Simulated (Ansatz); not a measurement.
In doubt: masses and optical values from hybrid runs of this build are listed as unsure (in some of the runs), which bears on the screening that GW takes from such a start; one-shot GW on d or f shells is unsure (in some of the runs), so the values of those runs are not to be relied on.

Consider ZnCu2SnS4 (I-4).

The structure is tetragonal, space group I-4 (No. 82). Conventional cell: a = 5.434 Å, b = 5.434 Å, c = 10.850 Å, α = 90.00°, β = 90.00°, γ = 90.00°. Nearest to Zn lie 4 S at 2.33 Å. Cu has 4 S at 2.33 Å nearest. Sn has 4 S at 2.41 Å nearest. S has 1 Zn at 2.33 Å and 2 Cu at 2.33 Å and 1 Sn at 2.41 Å nearest. Farther neighbours and most contacts between anions are not listed.

```
Zn Cu Sn S
1.0
    -2.71710    2.71710    5.42480
     2.71710   -2.71710    5.42480
     2.71710    2.71710   -5.42480
Zn Cu Sn S
1 2 1 4
Direct
  0.25000 0.75000 0.50000
  0.00000 0.00000 0.00000
  0.75000 0.25000 0.50000
  0.50000 0.50000 0.00000
  0.37161 0.88441 0.99960
  0.11559 0.11519 0.48720
  0.88481 0.37201 0.00040
  0.62799 0.62839 0.51280
```

The cell and positions come from the Crystallography Open Database and are kept as given unless a step says otherwise.

Gaps computed with Ansatz 0.2.0 without a self-energy: HSE06 1.48 eV and r2SCAN 0.60 eV.

**Question.** What gap should G0W0 on HSE06 give (4×4×4 mesh, 442 empty bands, screening to 114 eV, PAW set soft_1 files)?

About 1.37 eV: on its mesh the run moves the gap from 1.48 eV by −0.11 eV. Among the scalar-relativistic levels given, HSE06 is nearest (+0.11 eV). Bands and cutoff are finite, so the gap is not at the basis limit. The miss can reach some tenths of an eV and take either sign; the mesh is an error of its own. A d shell, filled or nearly so, lies near the gap. One-shot GW converges very slowly in bands there, not always from below, and on a semilocal start the gap tends to come out low; starts rich in exact exchange can overshoot instead. The many-body steps are scalar-relativistic: spin-orbit coupling is not in them.

[Paths, hosts, dates, memory and timing lines, banners, echoed tables and standing remarks are left out of the program output.]

[Logs are printed without paths, hosts, clocks, repeated set-up lines and the standing remarks that a program may print on its own settings, such as how far it seeks lower states.]

[Runs of the session that timed out or met a known fault of the program may be left out.]

[Cells called generated may have been cut or substituted from an entry of the Crystallography Open Database or the Materials Project.]

[Hosts, paths, dates, database ids (printed as entryN), source tags and the programs' standing remarks are cut or masked in the printed files.]
